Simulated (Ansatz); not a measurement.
## NaFeN (P6_3mc): the G0W0 gap against the k mesh

How dense a mesh does GW need for NaFeN (P6_3mc), and how does the time grow?

Program: Ansatz 0.2.0. Level of theory: G0W0 on PBE, plane waves, PAW; PAW set soft_1. Results are calculated unless marked as measured.

Most raw output is cut from this account.

In doubt: one-shot GW on d or f shells is unsure, so the values of those runs are not to be relied on.

### Step 1. The structure

The structure is hexagonal, space group P6_3mc (No. 186). Conventional cell: a = 2.979 Å, b = 2.979 Å, c = 9.678 Å, α = 90.00°, β = 90.00°, γ = 120.00°. Na has 4 N at 2.55 to 2.95 Å and 3 Fe at 2.91 Å and 6 Na at 2.98 Å nearest. Fe has 3 N at 1.78 Å nearest. N has 3 Fe at 1.78 Å and 4 Na at 2.55 to 2.95 Å nearest. Farther neighbours and most contacts between anions are not listed.

The cell and positions are those that the Materials Project relaxed with its own functionals (PBE, PBE+U or r2SCAN), kept fixed.

### Step 2. The 6×6×2 mesh

Now the one-shot GW correction: screening in the RPA, then the self-energy of the levels asked for. This step takes PAW set soft_1 files.

Contents of input.yaml:

```yaml
crystal:
  lattice:
    - [2.9791986867, 0.0, 0.0]
    - [-1.4895993434, 2.5800617456, 0.0]
    - [0.0, 0.0, 9.67759076]
  atoms:
    - { symbol: Na, position: [0.66666667, 0.33333333, 0.76069016] }
    - { symbol: Na, position: [0.33333333, 0.66666667, 0.26069016] }
    - { symbol: Fe, position: [0.0, 0.0, 0.51816637] }
    - { symbol: Fe, position: [0.0, 0.0, 0.01816637] }
    - { symbol: "N", position: [0.33333333, 0.66666667, 0.56578347] }
    - { symbol: "N", position: [0.66666667, 0.33333333, 0.06578347] }
kpoints:
  mp_grid: { grid: [6, 6, 2] }
hamiltonian:
  xc: pbe
  pseudopotentials: { kind: paw, azcp: { folder: soft_1 } }
scf:
  occupations: { method: fixed }
gw:
  n_empty_bands: 168
  ecut_chi: 100
  qp_bands: [v2, c2]
  qp_kpoints: band_edges
  screening: { model: contour_deformation }
```

On the command line:

```
> ansatz run input.yaml --threads 2 --pin off --max-ram 92160MiB --backend cuda --events-out ev --progress --plain --runs-dir out --devices 1 --max-vram 13GiB
```

It took 17 s on 1 × NVIDIA H100 80GB HBM3 (shared by 6 runs) with 2 threads of AMD EPYC 7R13 (Zen 3), shared host; peak memory 1.2 GiB.

This step gave:

* bands summed: 198
* RPA ε∞ on this mesh (eigenvalues): 6.041, 33.75, 33.75
* plane waves in the screening matrix: 177
* q-points in the mesh: 72
* G0W0 gap on the mesh: 0.7212 eV
* k of the valence top: 0.1667, 0.1667, 0
* k of the conduction bottom: 0.3333, 0.3333, -0.5
* starting gap on the mesh: 0.3366 eV
* Z at the valence top: 0.6371
* Z at the conduction bottom: 0.6233
* least direct G0W0 gap on the computed points: 1.026 eV

The gap on the mesh goes from 0.34 eV to 0.72 eV, a correction of +0.38 eV. Between the two edge states, bare exchange in place of the xc potential would open the gap by 6.34 eV, and correlation takes back 5.96 eV.

### Step 3. The 9×9×2 mesh

Only the mesh changes. It samples the long-range screening, which converges on its own terms.

Changes to input.yaml since step 2:

```diff
@@ -13,3 +13,3 @@
 kpoints:
-  mp_grid: { grid: [6, 6, 2] }
+  mp_grid: { grid: [9, 9, 2] }
 hamiltonian:
```

Wall time 37 s (1 × NVIDIA H100 80GB HBM3 (shared by 6 runs) with 2 threads); peak memory 1.3 GiB.

Numbers from this step:

| Quantity | Value |
| --- | --- |
| bands summed | 198 |
| RPA ε∞ on this mesh (eigenvalues) | 5.991, 32.67, 32.67 |
| plane waves in the screening matrix | 177 |
| q-points in the mesh | 162 |
| G0W0 gap on the mesh | 0.7432 eV |
| k of the valence top | 0.1111, 0.2222, 0 |
| k of the conduction bottom | 0.3333, 0.3333, -0.5 |
| starting gap on the mesh | 0.3822 eV |
| Z at the valence top | 0.6418 |
| Z at the conduction bottom | 0.6276 |
| least direct G0W0 gap on the computed points | 0.9999 eV |

Against the run with 6×6×2 mesh, 168 empty bands, screening to 100 eV, PAW set soft_1 files, the gap moves by +0.02 eV, while the start moved by +0.05 eV. A band edge is found at another k point on this mesh.

### Step 4. The 12×12×4 mesh

Changes to input.yaml since step 3:

```diff
@@ -13,3 +13,3 @@
 kpoints:
-  mp_grid: { grid: [9, 9, 2] }
+  mp_grid: { grid: [12, 12, 4] }
 hamiltonian:
```

It took 4.3 min on 1 × NVIDIA H100 80GB HBM3 (shared by 6 runs) with 2 threads; peak memory 1.9 GiB; 7.4 min of CPU time.

This step gave:

```yaml
bands_summed: 198
rpa_eps_infinity_on_this_mesh_eigenvalues: 5.968, 32.89, 32.89
plane_waves_in_the_screening_matrix: 177
g0w0_gap_on_the_mesh: 0.6851 eV
k_of_the_valence_top: 0.1667, 0.1667, 0
k_of_the_conduction_bottom: 0.3333, 0.3333, -0.5
starting_gap_on_the_mesh: 0.3375 eV
least_direct_g0w0_gap_on_the_computed_points: 0.9864 eV
```

Against the run with 9×9×2 mesh, 168 empty bands, screening to 100 eV, PAW set soft_1 files, the gap moves by −0.06 eV, while the start moved by −0.04 eV. A band edge is found at another k point on this mesh.

### Step 5. The meshes together

Times are wall times on 1 × NVIDIA H100 80GB HBM3 (shared by 6 runs) with 2 threads of AMD EPYC 7R13 (Zen 3), shared host, good to a factor of about two.

```tsv
mesh	points	irreducible	start (eV)	G0W0 (eV)	shift (eV)	RPA ε∞ (mean)	time
6×6×2	72	14	0.337	0.721	+0.385	24.52	17 s
9×9×2	162	24	0.382	0.743	+0.361	23.77	37 s
12×12×4	576	57	0.337	0.685	+0.348	23.91	4.3 min
```

### Step 6. Outcome

```json
{
 "6×6×2": "0.721 eV (shift +0.385)",
 "9×9×2": "0.743 eV (shift +0.361)",
 "12×12×4": "0.685 eV (shift +0.348)",
 "settings": "PBE start, 168 empty bands, 100 eV"
}
```

**Reading.** The shift is +0.38 eV on 6×6×2 and +0.35 eV on 12×12×4. On 12×12×4 the edges lie at (0.167, 0.167, 0.000) and (0.333, 0.333, 0.500), on 9×9×2 at (0.111, 0.222, 0.000) and (0.333, 0.333, 0.500), so these two shifts belong to different pairs of states. The RPA ε∞ (mean) ranges from 23.77 to 24.52 and ends at 23.91. From 72 to 576 points the time grows 15-fold. Bands and cutoff are modest here, so the values stand off the basis limit. The runs have no spin polarisation. For a closed low-spin shell that is the natural state; where a d or f shell is open it is a constraint, and the gap is then not the crystal's own. With d states at the gap, one-shot GW leans hard on its start.

[Paths, hosts, dates, memory and timing lines, banners, echoed tables and standing remarks are left out of the program output.]

[Logs are printed without paths, hosts, clocks, repeated set-up lines and the standing remarks that a program may print on its own settings, such as how far it seeks lower states.]

[Runs of the session that timed out or met a known fault of the program may be left out.]

[Cells called generated may have been cut or substituted from an entry of the Crystallography Open Database or the Materials Project.]

[Hosts, paths, dates, database ids (printed as entryN), source tags and the programs' standing remarks are cut or masked in the printed files.]
